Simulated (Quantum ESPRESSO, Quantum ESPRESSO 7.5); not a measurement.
## Ta(100): thickness series by an ASE script

How thick must a slab of Ta(100) be?

Calculated with Quantum ESPRESSO 7.5; plane-wave DFT, PBE, GBRV ultrasoft pseudopotentials.

Experimental background.

For Ta (clean (100) face), “Anisotropic work function of elemental crystals” (2019, arxiv:1902.07811) quotes earlier work: work function (clean (100) face) 4.1 eV.

Report form: inputs, costs, results and the conclusion, without the logs.

**1. The system as given**

The cell holds 8 atoms: 8 Ta. Its edges and angles: a = 3.310 Å, b = 3.310 Å, c = 26.585 Å, α = 90.0°, β = 90.0°, γ = 90.0°. It derives from Ta. Vacuum lies along c.

Coordinates:

```cif
data_structure
_symmetry_space_group_name_H-M 'P 1'
_symmetry_Int_Tables_number 1
_cell_length_a 3.3100
_cell_length_b 3.3100
_cell_length_c 26.5850
_cell_angle_alpha 90.000
_cell_angle_beta 90.000
_cell_angle_gamma 90.000
_cell_volume 291.27
loop_
_atom_site_label
_atom_site_type_symbol
_atom_site_fract_x
_atom_site_fract_y
_atom_site_fract_z
_atom_site_occupancy
Ta1 Ta 0.50000 0.50000 0.28211 1
Ta2 Ta 0.00000 0.00000 0.34437 1
Ta3 Ta 0.50000 0.50000 0.40662 1
Ta4 Ta 0.00000 0.00000 0.46887 1
Ta5 Ta 0.50000 0.50000 0.53113 1
Ta6 Ta 0.00000 0.00000 0.59338 1
Ta7 Ta 0.50000 0.50000 0.65563 1
Ta8 Ta 0.00000 0.00000 0.71789 1
```

**2. Running the series**

ASE writes the inputs, starts pw.x and reads the results. Under ESM bc1 the zero of energy of a symmetric slab is the vacuum, so the work function is minus the Fermi level.

run.py reads:

```python
import json
import numpy as np
from ase.build import bcc100
from ase.calculators.espresso import Espresso, EspressoProfile

profile = EspressoProfile(command='mpirun -n 4 pw.x -nk 4', pseudo_dir='../pseudo')
pseudopotentials = {'Ta': 'ta_pbe_v1.uspp.F.UPF'}
system = {'ecutwfc': 40, 'ecutrho': 200, 'occupations': 'smearing', 'smearing': 'mv', 'degauss': 0.02}


def calculator(name, kpts, **extra):
    data = dict(control=dict(tprnfor=True, verbosity='high', disk_io='none'),
                system=system | extra,
                electrons=dict(conv_thr=1e-07, mixing_beta=0.4, mixing_mode='local-TF',
                               electron_maxstep=100))
    return Espresso(profile=profile, directory=name, pseudopotentials=pseudopotentials, kpts=kpts, input_data=data)


def centre(atoms):
    z = atoms.positions[:, 2]
    atoms.positions[:, 2] -= (z.max() + z.min()) / 2  # ESM wants the slab about z = 0
    return atoms


rows = []
for n in [3, 4, 5, 6, 7, 8]:
    slab = centre(bcc100('Ta', size=(1, 1, n), a=3.31, vacuum=7.5, periodic=True))
    slab.set_initial_magnetic_moments([0.0] * n)
    slab.calc = calculator(f'n{n}', (8, 8, 1), assume_isolated='esm', esm_bc='bc1')
    energy = slab.get_potential_energy()
    work = -slab.calc.get_fermi_level()
    force = slab.get_forces()[-1, 2]
    rows.append([n, energy, work, force])
    print(f'{n} layers: E = {energy:.5f} eV, work function {work:.3f} eV, force on the top atom {force:+.3f} eV/A')

n, energy = np.array(rows)[:, :2].T
slope, offset = np.polyfit(n[1:], energy[1:], 1)
area = np.linalg.norm(np.cross(*slab.cell[:2]))
gamma = offset / (2 * area) * 16.0218
print(f'bulk energy from the slope {slope:.5f} eV an atom; unrelaxed surface energy {gamma:.3f} J/m^2')
json.dump(dict(rows=rows, slope=slope, gamma=gamma), open('result.json', 'w'))
```

Started as:

```console
> OMP_NUM_THREADS=1 python run.py
```

Run time: 14 min. Hardware: 4 MPI ranks of Arm Neoverse V1, shared host; peak memory 1.2 GiB; 57 min of CPU time.

This step gave:

| Property | Result |
| --- | --- |
| surface energy | 2.871 J/m² |
| work function of the thickest slab | 4.007 eV |

The work function by layers:

```csv
layers,work function (eV)
3.00,3.82
4.00,3.99
5.00,3.97
6.00,3.98
7.00,4.01
8.00,4.01
```

The force on the top atom along the normal by layers:

```csv
layers,force on the top atom along the normal (eV/Å)
3.00,-1.72
4.00,-0.886
5.00,-1.33
6.00,-1.33
7.00,-1.24
8.00,-1.30
```

Energy less the bulk line's slope against layers:

```csv
layers,energy less the bulk line's slope (meV)
3.00,3957
4.00,3970
5.00,3898
6.00,3883
7.00,3922
8.00,3958
```

**3. Running the series: PBEsol, GBRV ultrasoft**

Level of this step: plane-wave DFT, PBEsol, GBRV ultrasoft pseudopotentials (Quantum ESPRESSO 7.5).

run.py is the input of step 2 with these lines changed:

```diff
@@ -6,3 +6,3 @@
 profile = EspressoProfile(command='mpirun -n 4 pw.x -nk 4', pseudo_dir='../pseudo')
-pseudopotentials = {'Ta': 'ta_pbe_v1.uspp.F.UPF'}
+pseudopotentials = {'Ta': 'ta_pbesol_v1.uspp.F.UPF'}
 system = {'ecutwfc': 40, 'ecutrho': 200, 'occupations': 'smearing', 'smearing': 'mv', 'degauss': 0.02}
```

Started as:

```console
> OMP_NUM_THREADS=1 python run.py
```

Elapsed: 14 min, on 4 MPI ranks; peak memory 1.2 GiB; 58 min of CPU time.

Numbers from this step:

* surface energy: 3.241 J/m²
* work function of the thickest slab: 4.082 eV

Table of work function by layers:

```csv
layers,work function (eV)
3.00,3.90
4.00,4.06
5.00,4.05
6.00,4.06
7.00,4.09
8.00,4.08
```

Table of force on the top atom along the normal by layers:

```csv
layers,force on the top atom along the normal (eV/Å)
3.00,-2.14
4.00,-1.32
5.00,-1.76
6.00,-1.75
7.00,-1.66
8.00,-1.73
```

The energy less the bulk line's slope by layers:

```csv
layers,energy less the bulk line's slope (meV)
3.00,4454
4.00,4477
5.00,4403
6.00,4388
7.00,4428
8.00,4464
```

**4. The script, with ecutwfc = 10**

One more run, with a changed input.

Level of this step: plane-wave DFT, PBE, GBRV ultrasoft pseudopotentials (Quantum ESPRESSO 7.5).

run.py is the input of step 2 with these lines changed:

```diff
@@ -7,3 +7,3 @@
 pseudopotentials = {'Ta': 'ta_pbe_v1.uspp.F.UPF'}
-system = {'ecutwfc': 40, 'ecutrho': 200, 'occupations': 'smearing', 'smearing': 'mv', 'degauss': 0.02}
+system = {'ecutwfc': 10, 'ecutrho': 200, 'occupations': 'smearing', 'smearing': 'mv', 'degauss': 0.02}
 
@@ -14,3 +14,3 @@
                 electrons=dict(conv_thr=1e-07, mixing_beta=0.4, mixing_mode='local-TF',
-                               electron_maxstep=100))
+                               electron_maxstep=60))
     return Espresso(profile=profile, directory=name, pseudopotentials=pseudopotentials, kpts=kpts, input_data=data)
@@ -25,3 +25,3 @@
 rows = []
-for n in [3, 4, 5, 6, 7, 8]:
+for n in [3, 4, 5]:
     slab = centre(bcc100('Ta', size=(1, 1, n), a=3.31, vacuum=7.5, periodic=True))
```

Started as:

```console
> OMP_NUM_THREADS=1 python run.py
```

Elapsed: 47 s, on 4 MPI ranks; peak memory 0.7 GiB.

The run finished, but its numbers are not taken as the system's. The fault: a cutoff far too low.

Beside the run it was changed from:

```csv
quantity,this run,unchanged run,difference
work function of the thickest slab (eV),4.686,4.007,0.68
surface energy (J/m²),8.139,2.871,5.3
wall time (s),47,854,
SCF iterations,69,204,
```

The changed run covers the first three points of the series alone, which enters its fits and its time.

Levels move by up to 679 meV, so the change matters at the level of the results. The other quantities shown move by up to 1.8e+02 %.

**5. A check by hand**

γ = (E_N − N e_bulk)/(2A). The excess of the thickest slab is 3.958 eV and A = 10.956 Å²: 3.958/(2 × 10.956) × 16.02 = 2.89 J/m² (1 eV/Å² = 16.02 J/m²); the fit's intercept gives 2.87.

**6. Summary of results**

```yaml
work_function_of_the_thickest_slab_pbe_gbrv_ultrasoft: 4.01 eV
unrelaxed_surface_energy_pbe_gbrv_ultrasoft: 2.87 J/m²
work_function_of_the_thickest_slab_pbesol_gbrv_ultrasoft: 4.08 eV
unrelaxed_surface_energy_pbesol_gbrv_ultrasoft: 3.24 J/m²
```

In words: The thickest slab gives a work function of 4.01 eV and the series an unrelaxed surface energy of 2.87 J/m² (PBE, GBRV ultrasoft). The work function swings by 0.18 eV over 3 to 8 layers and by 0.00 eV over the last step; confined states crossing the Fermi level and the finite mesh both contribute. From 4 layers on it stays within 0.1 eV. The force on the top atom of the thickest slab points inwards (1.30 eV/Å). The slabs are cut from the bulk at the tabulated lattice constant and not relaxed; the surface energy comes from a straight line through the energies of all but the thinnest slab. Spin-orbit coupling is left out; depending on the atoms that carry the band edges, it can split and shift them by tens to hundreds of meV.

Computed beside measured:

| quantity | measured | PBE, GBRV | PBEsol, GBRV |
| --- | --- | --- | --- |
| work function (clean (100) face) (eV) | 4.1 | 4.01 (-0.09 eV) | 4.08 (-0.02 eV) |

Measured values from arxiv:1902.07811 (2019).

How well it matches: For the work function, of the levels listed nearest comes PBEsol, GBRV (-0.02 eV, good agreement) and farthest PBE, GBRV (-0.09 eV, good agreement).

[Long decimals in the printed logs are rounded to 6 places.]

[Logs are printed without paths, hosts, clocks, repeated set-up lines and the standing remarks that a program may print on its own settings, such as how far it seeks lower states.]

[Hosts, paths, dates, database ids (printed as entryN), source tags and the programs' standing remarks are cut or masked in the printed files.]

[Maps of the electrostatic potential energy from Ansatz leave out the sawtooth potential of an applied field or a dipole correction, so their vacuum need not be flat; planar profiles and work functions include it.]
